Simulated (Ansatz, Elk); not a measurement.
**How far do independent atoms describe Tl2InF5?**

The structure of Tl2InF5 used here is made up (a known structure type with other elements) and was relaxed beforehand with PBE. The aim is the Fourier transform of its all-electron density, F(hkl), set beside the sum over free spherical atoms that refinements use.

Main program and level: Elk 11.2.3 (patched build); DFT, PBE, all-electron APW+lo, Dirac cores, scalar-relativistic bands, static density, no spin.

This account leaves out most program logs.

The structure was built from a prototype and need not be the compound's stable phase.

### 1. Starting point

It takes space group P4/mmm (No. 123, tetragonal). The conventional cell has a = 6.464 Å, b = 6.464 Å, c = 4.247 Å, α = 90.00°, β = 90.00°, γ = 90.00°. Nearest to Tl lie 8 F at 3.13 Å. Nearest to In lie 6 F at 2.08 to 2.12 Å. Nearest to F lie 1 In at 2.08 Å. F has 2 In at 2.12 Å nearest. Farther neighbours and most contacts between anions are not listed.

### 2. Ground state and structure factors

An all-electron density is needed, since X-rays see the cores too. Task 0 finds the density and task 195 Fourier-transforms it; tshift is off so that phases refer to the origin typed.

Contents of elk.in:

```
tasks
  0
  195

xctype
  20

spinpol
  .false.

rgkmax
  7.0

gmaxvr
  14.0

lmaxo
  7

lmaxapw
  8

swidth
  0.002

tshift
  .false.

ramdisk
  .false.

hmaxvr
  5.5

maxscl
  120

epspot
  1e-06

sppath
  './'

avec
  12.21451696131 0.00000000000 -0.00000000000
  0.00000000000 12.21451696131 -0.00000000000
  -0.00000000000 -0.00000000000 8.02611255397

atoms
  3
  'Tl.in'
  2
  0.5000000000 -0.0000000000 0.5000000000   0.000000 0.000000 0.000000
  -0.0000000000 0.5000000000 0.5000000000   0.000000 0.000000 0.000000
  'In.in'
  1
  -0.0000000000 -0.0000000000 -0.0000000000   0.000000 0.000000 0.000000
  'F.in'
  5
  0.2274825111 0.2274825111 -0.0000000000   0.000000 0.000000 0.000000
  -0.0000000000 -0.0000000000 0.5000000000   0.000000 0.000000 0.000000
  0.7725174889 0.2274825111 0.0000000000   0.000000 0.000000 0.000000
  0.2274825111 0.7725174889 0.0000000000   0.000000 0.000000 0.000000
  0.7725174889 0.7725174889 -0.0000000000   0.000000 0.000000 0.000000

ngridk
  4 4 5
```

The run is started by

```sh
> OMP_NUM_THREADS=4 elk
```

The job ended after 62 s (4 threads of Intel Xeon Platinum 8375C at 2.90GHz (Ice Lake), shared host; peak memory 0.41 GiB).

SFACRHO.OUT:

```text

h k l indices transformed by vhmat matrix:
   1.000000000       0.000000000       0.000000000    
   0.000000000       1.000000000       0.000000000    
   0.000000000       0.000000000       1.000000000    

      h      k      l  multipl.   |H|            Re(F)            Im(F)           |F|

      0      0      0      1   0.0000000       256.00001      0.17313060E-15   256.00001    
      1      0      0      4  0.51440309       60.202668      0.93476105E-14   60.202668    
      1     -1      0      4  0.72747583      -98.095251     -0.20382108E-15   98.095251    
      0      0      1      2  0.78284291      -81.250750      0.87063033E-13   81.250750    
      0     -1      1      8  0.93672491       39.507303      0.22849715E-13   39.507303    
     -2      0      0      4   1.0288062       165.22384      0.28562143E-13   165.22384    
     -1      1     -1      8   1.0686740       178.93470      0.34082592E-13   178.93470    
     -2      1      0      8   1.1502403       44.498001      0.28042832E-13   44.498001    
      0      2     -1      8   1.2927820      -132.45098     -0.76079163E-13   132.45098    
     -1     -2     -1     16   1.3913647       28.752382     -0.93476105E-14   28.752382    
     -2      2      0      4   1.4549517       203.75119      0.56786638E-16   203.75119    
      0      3      0      4   1.5432093       33.703827      0.14540727E-13   33.703827    
      0      0      2      2   1.5656858       200.57002     -0.15650098E-12   200.57002    
      3     -1      0      8   1.6266854      -88.671532      0.15319695E-13   88.671532    
     -1      0     -2      8   1.6480239       46.383313      0.55047040E-13   46.383313    
     -2     -2     -1      8   1.6521887      -76.990715     -0.69068456E-13   76.990715    
      1     -1      2      8   1.7264394      -85.523079      0.55043370E-13   85.523079    
      3      0      1      8   1.7304155       20.957107     -0.51931170E-15   20.957107
```

Elk indexes on the primitive cell of elk.in and gives |H| = 4π sin θ/λ in inverse bohr. Below, one row stands for each form hkl of the conventional cell (m members, Friedel mates merged), F is for one primitive cell and the density is static (no thermal factor). Free-atom factors are Waasmaier and Kirfel's, and R is Σm||F|−|F'||/Σm|F|.

| hkl | m | sin θ/λ (Å⁻¹) | abs F, DFT | neutral atoms | diff. | ions | diff. |
| --- | --- | --- | --- | --- | --- | --- | --- |
| 100 | 4 | 0.077 | 60.203 | 60.154 | +0.048 | 59.518 | +0.685 |
| 110 | 4 | 0.109 | 98.095 | 98.345 | -0.249 | 98.374 | -0.279 |
| 001 | 2 | 0.118 | 81.251 | 82.220 | -0.970 | 81.141 | +0.110 |
| 101 | 8 | 0.141 | 39.507 | 39.786 | -0.279 | 38.993 | +0.515 |
| 200 | 4 | 0.155 | 165.224 | 166.123 | -0.899 | 164.558 | +0.666 |
| 111 | 8 | 0.161 | 178.935 | 179.256 | -0.321 | 178.560 | +0.375 |
| 210 | 8 | 0.173 | 44.498 | 44.525 | -0.027 | 44.462 | +0.036 |
| 201 | 8 | 0.194 | 132.451 | 131.558 | +0.893 | 132.748 | -0.297 |
| 211 | 16 | 0.209 | 28.752 | 29.008 | -0.255 | 28.767 | -0.014 |
| 220 | 4 | 0.219 | 203.751 | 203.081 | +0.670 | 203.929 | -0.178 |
| 300 | 4 | 0.232 | 33.704 | 33.803 | -0.099 | 33.849 | -0.145 |
| 002 | 2 | 0.235 | 200.570 | 200.004 | +0.566 | 200.729 | -0.159 |
| 310 | 8 | 0.245 | 88.671 | 88.831 | -0.159 | 88.588 | +0.083 |
| 102 | 8 | 0.248 | 46.383 | 46.101 | +0.283 | 46.404 | -0.020 |

The ions are Tl+, In3+ and F−, by formal charge.

### 3. The highest occupied states alone

An energy window below the Fermi level keeps the highest occupied states, to see at which angles they scatter; shallow core shells can lie inside it and anion s states outside. No new self-consistency is needed.

elk.in: that of step 2 with these lines changed.

```diff
@@ -1,3 +1,2 @@
 tasks
-  0
   195
@@ -40,2 +39,5 @@
 
+wsfac
+  -0.369240 0.298250
+
 sppath
```

The run is started by

```sh
> OMP_NUM_THREADS=4 elk
```

Run time: 18 s. Hardware: 4 threads; peak memory 0.25 GiB.

States within 10 eV below the Fermi level hold 54.00 electrons; any levels below the window count with the cores. Their amplitudes can exceed the total, where window and core parts have opposite phase:

| hkl | sin θ/λ (Å⁻¹) | abs F, window | abs F, all |
| --- | --- | --- | --- |
| 100 | 0.077 | 9.172 | 60.203 |
| 110 | 0.109 | 12.775 | 98.095 |
| 001 | 0.118 | 3.087 | 81.251 |
| 101 | 0.141 | 1.315 | 39.507 |
| 200 | 0.155 | 3.236 | 165.224 |
| 111 | 0.161 | 10.847 | 178.935 |
| 210 | 0.173 | 2.227 | 44.498 |
| 201 | 0.194 | 28.273 | 132.451 |
| 211 | 0.209 | 4.848 | 28.752 |
| 220 | 0.219 | 24.834 | 203.751 |

### 4. Another functional

The difference from free atoms is small, so it is set against the change that PBEsol makes.

elk.in: that of step 3 with these lines changed.

```diff
@@ -1,2 +1,3 @@
 tasks
+  0
   195
@@ -4,3 +5,3 @@
 xctype
-  20
+  22
 
@@ -39,5 +40,2 @@
 
-wsfac
-  -0.369240 0.298250
-
 sppath
```

The run is started by

```sh
> OMP_NUM_THREADS=4 elk
```

The job ended after 62 s (4 threads; peak memory 0.4 GiB).

Against the first run R = 0.02 %; the largest change is -0.101 at 002.

### 5. Basis size

The basis and the expansions that go with it are enlarged, to see whether the differences are converged.

elk.in: that of step 4 with these lines changed.

```diff
@@ -5,3 +5,3 @@
 xctype
-  22
+  20
 
@@ -11,12 +11,12 @@
 rgkmax
-  7.0
+  8.5
 
 gmaxvr
-  14.0
+  18.0
 
 lmaxo
-  7
+  9
 
 lmaxapw
-  8
+  10
```

The run is started by

```sh
> OMP_NUM_THREADS=4 elk
```

Elapsed: 3.6 min, on 4 threads; peak memory 0.85 GiB.

Against the first run R = 0.01 %; the largest change is +0.028 at 400.

### 6. Settings against the effect

| run | R against the first run (%) | R against neutral atoms, low angle (%) | wall time |
| --- | --- | --- | --- |
| PBE, rgkmax 7 | 0.00 | 0.29 | 62 s |
| PBEsol | 0.02 | 0.27 | 62 s |
| rgkmax 8.5 with larger expansions | 0.01 | 0.30 | 3.6 min |

### 7. Outcome

| Quantity | Value |
| --- | --- |
| R against neutral atoms, sin θ/λ < 0.3 Å⁻¹ | 0.29 % |
| R against neutral atoms, 0.3 to 0.65 Å⁻¹ | 0.11 % |
| R against ions, below 0.3 Å⁻¹ | 0.19 % |

What this shows: Independent neutral atoms miss the calculated amplitudes by R = 0.29 % below 0.3 Å⁻¹ and 0.11 % from there to 0.65 Å⁻¹; by shells, 0.48 % below 0.15 Å⁻¹ (4 forms), 0.28 % 0.15 to 0.3 (17 forms), 0.11 % 0.3 to 0.45 (34 forms), 0.11 % above 0.45 (94 forms). Bonding, aspherical density and the tables' own atoms all enter these figures, and the runs don't part them. The largest change of an amplitude is -0.97 electrons, at 001. Formal ions give R = 0.19 % at low angle, nearer than neutral atoms. The window's part falls from 54.0 electrons at the origin to at most 4.45 between 0.45 and 0.65 Å⁻¹, where compact states inside the window still scatter. The window holds more than the 44 outer electrons of the free atoms, so shallow core shells lie inside it. Below 0.3 Å⁻¹ the changes that finished (PBEsol and rgkmax 8.5 with larger expansions) move F by R = 0.03 % at most, against the 0.29 % that separates it from free atoms. The k-mesh has no finished test. Spin-orbit coupling is left out, which can matter for elements this heavy. Part of the difference isn't bonding: the tables are fits to free atoms and ions calculated by other methods than this functional. Thermal motion, anomalous dispersion and extinction are left out.

[Logs are printed without paths, hosts, clocks, repeated set-up lines and the standing remarks that a program may print on its own settings, such as how far it seeks lower states.]

[Hosts, paths, dates, database ids (printed as entryN), source tags and the programs' standing remarks are cut or masked in the printed files.]
